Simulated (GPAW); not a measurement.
# The C K excitation threshold of TiC (Fm-3m) under uniform strain

For each volume the threshold was computed as E(hole, excited electron kept) − E(ground) (GPAW, PBE, 16-atom cell, total energies on 5×5×5 k points, hole spin-paired). The values are raw, 7 eV above the value with the free atom's term for the hole's spin taken off; only their change is used. The threshold is the spectrum's zero, where absorption may be weak, not the visible edge.

| volume | ln(V/V₀) | threshold (eV) |
| --- | --- | --- |
| V × 0.94 | -0.06188 | 287.939 |
| V × 0.97 | -0.03046 | 287.994 |
| V × 1 | +0.00000 | 288.047 |
| V × 1.03 | +0.02956 | 288.101 |
| V × 1.06 | +0.05827 | ? |

The database entry behind the starting cell differs from later determinations by our own check (0.1 to 0.3 % short, probably kX units), so it need not match the best structure at ambient conditions.

**Question.** Fit a straight line in ln(V/V₀), give its slope, and predict the threshold at V × 1.06.

The means of the given rows are x̄ = -0.01570 and Ē = 288.020 eV. Σ(x − x̄)(E − Ē) = 0.008214 and Σ(x − x̄)² = 0.004645, so the slope is +1.77 eV, and the line passes the given rows within 0.001 eV. At x = +0.05827 it gives 288.020 + (+1.77) × (+0.07397) = 288.151 eV. The run gives 288.150 eV, a miss of +0.001 eV over a total move of +0.211 eV. The slope is the clamped-ion volume deformation potential of the Fermi level against the C 1s level, with the hole's relaxation included: the threshold rises by 0.018 eV for 1 % of expansion. The excited electron's band filling changes with volume too and isn't taken out.

[Hosts, paths, dates, database ids (printed as entryN), source tags and the programs' standing remarks are cut or masked in the printed files.]

[Lists of maxima count a maximum above −3 eV only where it reaches 4 % of the highest in the window and stands out from its surroundings by 2 % of it (1.5 % where it reaches 55 %); shoulders and weaker maxima are passed over, and of the rest the first, up to two pre-edge ones and the few strongest are named.]
